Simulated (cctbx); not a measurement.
# MgZr5Ta3 across an absorption edge

Space group P6_3/mcm (no. 193), a = 8.4750 Å, b = 8.4750 Å, c = 5.7200 Å, α = 90.00°, β = 90.00°, γ = 120.00°.

```csv
atom,mult.,x,y,z,Ueq (Å²)
Ta1,6,0.6125,0.6125,3/4,0.0067
Zr1,4,1/3,2/3,1/2,0.0098
Zr2,6,0.2535,0.2535,3/4,0.0087
Mg1,2,0,0,1/2,0.0162
```

The model is made up (kin elements in a known structure type, no relaxation), so it says nothing on whether the phase exists.

Calculated with cctbx: free-atom f′ and f″ from the Sasaki tables, no fine structure; amplitudes in electrons.

| E (eV) | F 0 2 2 | F 1 2 2 | F 1 1 2 | F 1 2 0 |
| --- | --- | --- | --- | --- |
| 9281 | 115.6 | 20.8 | 334.8 | 112.6 |
| 9631 | 111.0 | 20.5 | 329.6 | 112.1 |
| 9761 | 107.2 | 20.2 | 325.4 | 111.8 |
| 9821 | 103.5 | 20.0 | 321.6 | 111.5 |
| 9851 | 99.9 | 19.8 | 317.7 | 111.3 |
| 9866 | 96.3 | 19.6 | 314.0 | 111.0 |
| 9873 | 93.1 | 19.4 | 310.6 | 110.8 |
| 9877 | 89.8 | 19.2 | 307.2 | 110.6 |
| 9885 | 91.2 | 19.1 | 306.7 | 110.5 |
| 9889 | 95.5 | 19.4 | 311.3 | 110.8 |
| 9896 | 99.0 | 19.6 | 315.1 | 111.0 |
| 9911 | 102.8 | 19.8 | 319.2 | 111.3 |
| 9941 | 106.6 | 20.1 | 323.2 | 111.5 |
| 10031 | 111.3 | 20.4 | 328.2 | 111.8 |
| 10281 | 116.0 | 20.7 | 333.1 | 111.9 |

**Question.** Which edge is crossed, and why do the reflections move as they do?

The L3 edge of Ta. The edge is at 9881 eV. f′ of Ta falls from -12.1 e at 9761 eV to -18.9 e at 4 eV below it, and f″ steps from 3.79 to 10.49 e across it. Over that approach |F| changes by -16 % (0 2 2), -5 % (1 2 2), -6 % (1 1 2) and -1 % (1 2 0): a reflection falls where Ta scatters in phase with the total and rises where it scatters against it; it hardly moves where the Ta term is small or cancels by symmetry. Above the edge the larger f″ enters the imaginary part, where it can add to or cancel the other atoms' f″. The structure is centrosymmetric, so Friedel mates stay equal.

[Logs are printed without paths, hosts, clocks, repeated set-up lines and the standing remarks that a program may print on its own settings, such as how far it seeks lower states.]
